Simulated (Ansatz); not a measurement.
**Resistivity from frozen vibrations: Li(100) with 4 thermally displaced layers, 2x2**

Wanted: the phonon-limited resistivity of Li at 180 K by the Landauer route.

Calculated with Ansatz 0.2.0; Ansatz plane-wave DFT, PBE, PAW files; ballistic transport by layer matching (Landauer), zero bias; PAW set soft_1.

**1. Set-up**

The cell holds 56 atoms: 56 Li. Cell: a = 7.020 Å, b = 7.020 Å, c = 24.570 Å, α = 90.0°, β = 90.0°, γ = 90.0°. It derives from Li. Regions: lead, 40 atoms (40 Li); scattering region, 16 atoms (16 Li). The structure is stacked along c, and the current runs across the ab planes.

**2. With 4 displaced layers**

Each atom of 4 layers is moved at random, by amounts drawn from a normal law 0.1871 Å wide in each direction from the Debye model (344 K) at 180 K. The layers about the cell's end stay perfect and serve as the lead. Disorder leaves little or no symmetry, which makes such runs dear. Energies from -0.05 to 0.05 eV in steps of 0.05 eV are too few for the program's thermal sum, so it prints no conductance; for a metal the transmission near the Fermi level serves, at a fraction of the cost.

Input file input.yaml:

```yaml
crystal:
  lattice:
    - [7.02, 0.0, 0.0]
    - [0.0, 7.02, 0.0]
    - [0.0, 0.0, 24.57]
  atoms:
    - { symbol: Li, position: [0.0, 0.0, 0.0357142857] }
    - { symbol: Li, position: [0.0, 0.5, 0.0357142857] }
    - { symbol: Li, position: [0.5, 0.0, 0.0357142857] }
    - { symbol: Li, position: [0.5, 0.5, 0.0357142857] }
    - { symbol: Li, position: [0.25, 0.25, 0.1071428571] }
    - { symbol: Li, position: [0.25, 0.75, 0.1071428571] }
    - { symbol: Li, position: [0.75, 0.25, 0.1071428571] }
    - { symbol: Li, position: [0.75, 0.75, 0.1071428571] }
    - { symbol: Li, position: [0.0, 0.0, 0.1785714286] }
    - { symbol: Li, position: [0.0, 0.5, 0.1785714286] }
    - { symbol: Li, position: [0.5, 0.0, 0.1785714286] }
    - { symbol: Li, position: [0.5, 0.5, 0.1785714286] }
    - { symbol: Li, position: [0.25, 0.25, 0.25] }
    - { symbol: Li, position: [0.25, 0.75, 0.25] }
    - { symbol: Li, position: [0.75, 0.25, 0.25] }
    - { symbol: Li, position: [0.75, 0.75, 0.25] }
    - { symbol: Li, position: [0.0, 0.0, 0.3214285714] }
    - { symbol: Li, position: [0.0, 0.5, 0.3214285714] }
    - { symbol: Li, position: [0.5, 0.0, 0.3214285714] }
    - { symbol: Li, position: [0.5, 0.5, 0.3214285714] }
    - { symbol: Li, position: [0.2533516989, 0.2464783667, 0.3977349426] }
    - { symbol: Li, position: [0.2527964129, 0.7357201995, 0.3956112432] }
    - { symbol: Li, position: [0.7847618539, 0.2752471541, 0.3874971208] }
    - { symbol: Li, position: [0.7162665684, 0.7333848351, 0.3931719035] }
    - { symbol: Li, position: [0.9380196493, 0.9941674819, 0.4547961935] }
    - { symbol: Li, position: [0.9804793176, 0.4854912189, 0.461876604] }
    - { symbol: Li, position: [0.5109731902, 0.027791178, 0.4633067259] }
    - { symbol: Li, position: [0.5364269953, 0.4822673319, 0.466963002] }
    - { symbol: Li, position: [0.2740845839, 0.2525061669, 0.5300513998] }
    - { symbol: Li, position: [0.2254287717, 0.7377980079, 0.5373914089] }
    - { symbol: Li, position: [0.7230857373, 0.2444238263, 0.5345015433] }
    - { symbol: Li, position: [0.7644177872, 0.7557223534, 0.5384209934] }
    - { symbol: Li, position: [0.9825703268, 0.9965447776, 0.6131140315] }
    - { symbol: Li, position: [0.0398116821, 0.4664360042, 0.6186737062] }
    - { symbol: Li, position: [0.535878162, 0.0208280919, 0.609157092] }
    - { symbol: Li, position: [0.4916314888, 0.5388677149, 0.6220732276] }
    - { symbol: Li, position: [0.25, 0.25, 0.6785714286] }
    - { symbol: Li, position: [0.25, 0.75, 0.6785714286] }
    - { symbol: Li, position: [0.75, 0.25, 0.6785714286] }
    - { symbol: Li, position: [0.75, 0.75, 0.6785714286] }
    - { symbol: Li, position: [0.0, 0.0, 0.75] }
    - { symbol: Li, position: [0.0, 0.5, 0.75] }
    - { symbol: Li, position: [0.5, 0.0, 0.75] }
    - { symbol: Li, position: [0.5, 0.5, 0.75] }
    - { symbol: Li, position: [0.25, 0.25, 0.8214285714] }
    - { symbol: Li, position: [0.25, 0.75, 0.8214285714] }
    - { symbol: Li, position: [0.75, 0.25, 0.8214285714] }
    - { symbol: Li, position: [0.75, 0.75, 0.8214285714] }
    - { symbol: Li, position: [0.0, 0.0, 0.8928571429] }
    - { symbol: Li, position: [0.0, 0.5, 0.8928571429] }
    - { symbol: Li, position: [0.5, 0.0, 0.8928571429] }
    - { symbol: Li, position: [0.5, 0.5, 0.8928571429] }
    - { symbol: Li, position: [0.25, 0.25, 0.9642857143] }
    - { symbol: Li, position: [0.25, 0.75, 0.9642857143] }
    - { symbol: Li, position: [0.75, 0.25, 0.9642857143] }
    - { symbol: Li, position: [0.75, 0.75, 0.9642857143] }
kpoints:
  mp_grid: { grid: [3, 3, 1] }
hamiltonian:
  xc: pbe
  pseudopotentials: { kind: paw, azcp: { folder: soft_1 } }
scf:
  occupations: { method: fermi_dirac, width: 0.1 }
output:
  transmission: { leads: [[0, 4]], kmesh: [6, 6], e_range: [-0.05, 0.05], de: 0.05 }
  write_potential: true
  write_density: true
  volumetric_format: npy
  elf: true
```

Run with:

```bash
$ ansatz run input.yaml --threads 4 --pin off --max-ram 15360MiB --backend cpu --events-out ev --progress --plain --runs-dir out
```

Numbers of over 12 decimals in the logs are rounded to 6 here.

The log of the run:

```text
Engine: ansatz 0.2.0, aarch64-unknown-linux-gnu
Pseudopotentials: kind: paw
Pseudopotential: Li, paw, valence charge 3, recommended cutoff 420 eV (normal), soft_1/Li.paw.azcp
Functional definition: PBE
  parameter kappa = 0.804
  parameter beta = 0.066725
  exchange = pbe_x(kappa = kappa, mu = beta*pi^2/3)
  correlation = pbe_c(beta = beta)
Crystal: 56 atoms, lattice volume = 1210.819 Å³
Basis set: ecut = 420 eV, 23719 PW (Γ)
Bands: 140, of which v1, the nominal top of the filled ones, is band 84 counted from 1 (83 counted from 0)
Symmetry: 1 space group operations
Space group: P1 (ITA 1), of the structure as read, at distance tolerance 1.1e-4 Å
k-points: 5 of 9 (time reversal used)
Non-local potential: Li, projectors of the file, l = 0: 3, l = 1: 2, l = 2: 1
PAW form: soft (Blöchl's): semilocal exchange-correlation on the pseudo side does not see the compensation charge
PAW one-centre angular grid: Li, 110 points (default); XC on 96 Gauss nodes
Initial density: superposition of atomic densities (chi_scale 0.1, normalization cell)
Initial wavefunctions: pseudopotential atomic-orbital guess
Functional: x = pbe(κ = 0.804, μ = 0.219515), c = pbe(β = 0.066725)
SCF iter   1: F=—  HF=-11463.002825 eV  |F-HF|=—  |Δ(HF+E_count)|=         —  Δρ=4.79e-3  dr2=1.78e0  ethr=3.10e-3  ⟨swp⟩=10.4  Hψ=4328  notcnv=0  defer=88
preconditioner: auto → Kerker (q_TF=auto, 1.963 Å⁻¹)  [metal: Δε(μ)=0.072 eV  Ē_g=3.814 eV  σ=0.100 eV  W_gap=0.18  n_scr=138 (ndim 8)  ℏωp=8.0 eV  f_vac=0.000  D(μ)=25.86/eV (n_scr^D=138)]
SCF iter   2: F=—  HF=-11462.426376 eV  |F-HF|=—  |Δ(HF+E_count)|=   5.76e-1  Δρ=3.33e-3  dr2=7.77e-1  ethr=1.06e-3  ⟨swp⟩=2.6  Hψ=845  notcnv=0  defer=112
SCF iter   3: F=—  HF=-11462.244653 eV  |F-HF|=—  |Δ(HF+E_count)|=   1.82e-1  Δρ=4.71e-4  dr2=3.93e-2  ethr=4.62e-4  ⟨swp⟩=2.0  Hψ=850  notcnv=0  defer=112
SCF iter   4: F=—  HF=-11462.239513 eV  |F-HF|=—  |Δ(HF+E_count)|=   5.14e-3  Δρ=2.14e-4  dr2=1.83e-3  ethr=2.34e-5  ⟨swp⟩=1.0  Hψ=587  notcnv=0  defer=112
SCF iter   5: F=—  HF=-11462.239253 eV  |F-HF|=—  |Δ(HF+E_count)|=   2.60e-4  Δρ=6.41e-5  dr2=1.66e-4  ethr=1.09e-6  ⟨swp⟩=1.0  Hψ=587  notcnv=0  defer=112
SCF iter   6: F=—  HF=-11462.239235 eV  |F-HF|=—  |Δ(HF+E_count)|=   1.79e-5  Δρ=1.03e-5  dr2=5.37e-6  ethr=9.90e-8  ⟨swp⟩=2.0  Hψ=1014  notcnv=0  defer=112
SCF iter   7: F=—  HF=-11462.239287 eV  |F-HF|=—  |Δ(HF+E_count)|=   5.24e-5  Δρ=2.33e-6  dr2=2.05e-7  ethr=3.20e-9  ⟨swp⟩=1.8  Hψ=724  notcnv=0  defer=113
SCF iter   8: F=-11462.239287 eV  HF=-11462.239287 eV  |F-HF|=1.35e-8  |Δ(HF+E_count)|=   1.30e-8  Δρ=4.40e-7  dr2=1.77e-8  ethr=5.95e-11  ⟨swp⟩=14.0  Hψ=2931  notcnv=0
SCF 1 converged in 8 iterations: F = -11462.239287 eV  dr2 = 1.77e-8
  greatest PAW one-centre occupation: 1.000 electrons in one spin orbital (limit 2), on the Li atom at site 30 (counted from 0), in its partial waves of l = 0
transmission: 72 of 640 steps passed
transmission: 132 of 640 steps passed
[...]
transmission: 640 of 640 steps passed
SCF converged after 8 iterations
Free energy (F): -11462.239287 eV
Harris-Foulkes:  -11462.239287 eV  (|F-HF|=1.35e-8)
Internal energy: -11461.379638 eV  (E = F + TS)
E sigma→0 (E₀):  -11461.809463 eV
Entropy (-TS):   -0.859649 eV (-15.351 meV/atom)
Fermi energy:    0.766886 eV
--- Per-component energies (eV) ---
  E_band       = -5162.025718
  E_kinetic    = 867.142317
  E_local      = -7984.724795  (includes V_loc(G=0)·N_el)
  E_nonlocal   = -1109.775511
  E_hartree    = 2311.155823
  E_xc         = -455.637294
  E_vxc        = -587.605850  (∫ρ·V_xc dr)
  E_paw        = -1344.388158  (= ΣΔE_a)
  E_vpaw       = -969.387292  (= ΣTr[D̂ρ^β])
  E_aug_tail   = 0.014367  (compensation charges beyond the density's cutoff)
  E_ewald      = -3745.166387
  E_smearing   = -0.859649  (= −TS)
  E_closure    = 0.000000  (closes the sum)
  Σ components = -11462.239287   (vs F -11462.239287, Δ=0.00e0)
--- Band table (eV; the first three rows and the last of 5) ---
  k-point 0: bands = [... 80 lower, 0.3572, 0.3670, 0.4020, 0.4147, 0.4282, 0.9221, 0.9266, 0.9285, ... 52 higher]
  k-point 1: bands = [... 80 lower, 0.6077, 0.6252, 0.6378, 0.6633, 0.7423, 0.7426, 0.7834, 0.7928, ... 52 higher]
  k-point 2: bands = [... 80 lower, 0.6018, 0.6232, 0.6418, 0.6491, 0.7430, 0.7486, 0.7852, 0.8050, ... 52 higher]
  k-point 4: bands = [... 80 lower, 0.2754, 0.3037, 0.8443, 0.8760, 1.0433, 1.0693, 1.3933, 1.4127, ... 52 higher]
--- Transmission ---
  basis      : 437 plane waves across, 32 finite elements along
  points     : 20, standing for a mesh of 6 x 6
  energies   : 3 from -0.050000 to 0.050000 eV about the Fermi level, 0.050000 eV apart; the leads are filled to 0.000000 eV, and channels, transmission and decay are at 0.000000 eV
  crystal 0  : Li4, at the sites [0, 4], period 1.7550 Å, over 17.55 Å; its Hamiltonian steps by up to 8.9 meV
    offset         : up to 0.0000 Å between an atom of the period and one for which it stands
    channels       : 4.916667e0 a spin
    conductance    : none, the energies end too early or step too widely for 300 K: set another output.transmission.e_range or a lower de, or, where they end at an eighth of basis.ecutwfc, a higher one
  junction   : crystal 0 to crystal 0, 0.70 to 23.51 Å
    transmission   : 4.488709e0 a spin
    conductance    : none, the energies end too early or step too widely for 300 K: set another output.transmission.e_range or a lower de, or, where they end at an eighth of basis.ecutwfc, a higher one
```

The job ended after 13 min (4 threads of Arm Neoverse V1, shared host; peak memory 3.1 GiB; 42 min of CPU time).

The column dr2 measures how far the density is from self-consistency, as an energy; F and HF (Harris–Foulkes) agree once it is small.

This step gave:

```yaml
free_energy: -11462.2393 eV
energy_at_zero_smearing: -11461.8095 eV
fermi_energy: 0.7669 eV
cell_area: 49.28 Å²
transmission_per_spin_nearest_the_fermi_level: 4.489
open_channels_per_spin_nearest_the_fermi_level: 4.917
step_of_the_lead_s_potential: 8.9 meV
```

Per spin. The transmission, zone mean by energy, zero at the Fermi level:

```
energy (eV)  transmission, zone mean
    -0.0500                     4.39
     0.0000                     4.49
     0.0500                     4.59
```

Per spin. Table of open channels, zone mean, lead by energy, zero at the Fermi level:

```
energy (eV)  open channels, zone mean, lead
    -0.0500                            4.69
     0.0000                            4.92
     0.0500                            4.92
```

Transmission over k1 and k2. At 0.0000 eV from the Fermi level.

Ten even steps from '_' (3.91) to '@' (5.42):
```
____==@@==__
__--%%==%%--
==@@==++==@@
__--%%==%%--
____==@@==__
______..____
```
Columns: k1 (b1) from -0.5 to 0.333; rows upwards: k2 (b2) from -0.5 to 0.333.

Open channels over k1 and k2. At 0.0000 eV from the Fermi level.

Values, 6 rows by 6 columns:
```
4.00 4.00 5.00 6.00 5.00 4.00
4.00 5.00 6.00 5.00 6.00 5.00
6.00 6.00 5.00 5.00 5.00 6.00
4.00 5.00 6.00 5.00 6.00 5.00
4.00 4.00 5.00 6.00 5.00 4.00
4.00 4.00 4.00 6.00 4.00 4.00
```
Columns: k1 (b1) from -0.5 to 0.333; rows upwards: k2 (b2) from -0.5 to 0.333.

Electrostatic potential energy in the ca plane at fractional y = 0.000, with atoms of Li within 0.2 Å of it. With pseudopotentials it is smooth inside the atoms' cores, unlike the true potential.

Values in eV, 10 rows by 16 columns, each cell a mean:
```
-17   2   2 -15  -7   2 -15 -21   2   3 -15 -14   3  -3 -18   1
  1   3   3   1   2   3  -4  -6   3   3   0   1   3   2   1   3
  3   3   3   3   4   4   2   2   3   3   2   3   3   3   3   3
 -2   3   3  -1   1   4   1  -3   3   3  -6  -3   3   2  -2   3
-23   1   2 -21 -10   3  -7 -24   1   2 -21 -14   3  -5 -24   1
-17   2   2 -15  -7   3  -3 -13   2   3  -6  -3   3  -3 -18   1
  1   3   3   1   2   3   3   2   3   4   3   3   3   2   1   3
  3   3   3   3   3   3   4   4   4   4   4   4   3   3   3   3
 -2   3   3  -1   1   3   3   3   4   3   1   1   3   2  -2   3
-23   1   2 -21 -10   3  -4  -6   3   3 -14 -13   3  -5 -24   1
```
Columns run along c (16.0 Å, from fractional 0.17 to 0.83 of the cell; values clipped at the 3rd and 97th percentile), rows up along a (7.0 Å). Atoms in or near the plane, at fractional coordinates: Li at (0.18, 0.00), Li at (0.18, 0.50), Li at (0.32, 0.00), Li at (0.32, 0.50), Li at (0.45, 0.94), Li at (0.46, 0.51), Li at (0.61, 0.98), Li at (0.61, 0.54), Li at (0.75, 0.00), Li at (0.75, 0.50).

Valence density in the ca plane at fractional y = 0.000, with atoms of Li within 0.2 Å of it. It is the smooth field of the valence electrons, not physical close to the nuclei.

Ten steps, logarithmic in the rise over the least value, from '0' (0.0 e/Å³) to '9' (8.0 e/Å³), each cell a mean:
```
87300000168610000179710000003896000001686100
32000000013100000179710000001452000000131000
00000000000000000024200000000000000000000000
00000000000000000000000000000000000000000000
00000000000000000000000000000000000000000000
00000000000000000000000000000000000000000000
00000000000000000000000000000110000000000000
32000000023100000013310000003662000000231000
87300000168610000038840000005994000001686100
98400000289710000038840000003772000002897200
65100000046400000003410000000110000000464000
00000000000000000000000000000000000000000000
00000000000000000000000000000000000000000000
00000000000000000000000000000000000000000000
00000000000000000000000000000000000000000000
00000000000000000000000000000000000000000000
10000000001000000000000000000000000000010000
65100000046400000000000000000341000000464000
98400000289720000035300000003896000002897200
```
Columns run along c (16.0 Å, from fractional 0.17 to 0.83 of the cell), rows up along a (7.0 Å). Atoms in or near the plane, at fractional coordinates: Li at (0.18, 0.00), Li at (0.18, 0.50), Li at (0.32, 0.00), Li at (0.32, 0.50), Li at (0.45, 0.94), Li at (0.46, 0.51), Li at (0.61, 0.98), Li at (0.61, 0.54), Li at (0.75, 0.00), Li at (0.75, 0.50).

ELF in the ca plane at fractional y = 0.000, with atoms of Li within 0.2 Å of it. It is the smooth field of the valence electrons, not physical close to the nuclei.

Values in units of 1e-1, 10 rows by 16 columns, each cell a mean:
```
3.6 3.9 4.5 3.2 2.0 5.4 3.6 5.1 4.0 4.8 3.1 2.9 5.5 2.1 3.8 3.5
3.2 6.0 6.2 3.3 4.5 6.4 2.0 1.6 5.8 6.6 3.7 3.8 6.7 5.0 3.0 5.9
6.2 6.5 6.5 6.1 6.2 6.7 5.9 5.5 6.9 7.1 6.4 6.7 6.9 6.3 6.0 6.5
1.7 5.5 5.8 1.8 3.1 6.3 3.5 1.6 5.8 6.1 1.6 2.2 6.5 4.0 1.6 5.3
5.5 3.4 4.1 4.9 2.4 5.6 1.9 5.6 3.6 4.5 5.2 3.2 5.6 2.0 5.9 3.1
3.6 3.8 4.5 3.2 1.9 5.8 1.9 2.4 3.8 4.9 1.2 1.5 5.7 2.0 3.8 3.5
3.2 6.0 6.2 3.3 4.3 6.3 5.0 3.3 5.3 5.4 4.1 4.9 6.1 4.9 3.2 6.0
6.2 6.5 6.5 6.0 6.1 6.2 6.1 5.8 5.4 5.2 5.4 5.8 6.2 6.5 6.3 6.6
1.7 5.5 5.8 1.8 3.0 6.1 5.0 4.2 5.1 4.9 2.4 3.1 6.3 4.0 1.7 5.3
5.5 3.5 4.1 4.9 2.4 5.6 1.6 1.3 4.3 4.1 2.9 2.7 5.4 2.1 5.9 3.1
```
Columns run along c (16.0 Å, from fractional 0.17 to 0.83 of the cell), rows up along a (7.0 Å). Atoms in or near the plane, at fractional coordinates: Li at (0.18, 0.00), Li at (0.18, 0.50), Li at (0.32, 0.00), Li at (0.32, 0.50), Li at (0.45, 0.94), Li at (0.46, 0.51), Li at (0.61, 0.98), Li at (0.61, 0.54), Li at (0.75, 0.00), Li at (0.75, 0.50).

Over the solved energies the transmission per spin lies between 4.39 and 4.59, out of 4.84 channels of the lead on average (up to 4.92).

(Part 1 of 2 ends here.)

[Logs are printed without paths, hosts, clocks, repeated set-up lines and the standing remarks that a program may print on its own settings, such as how far it seeks lower states.]

[Hosts, paths, dates, database ids (printed as entryN), source tags and the programs' standing remarks are cut or masked in the printed files.]
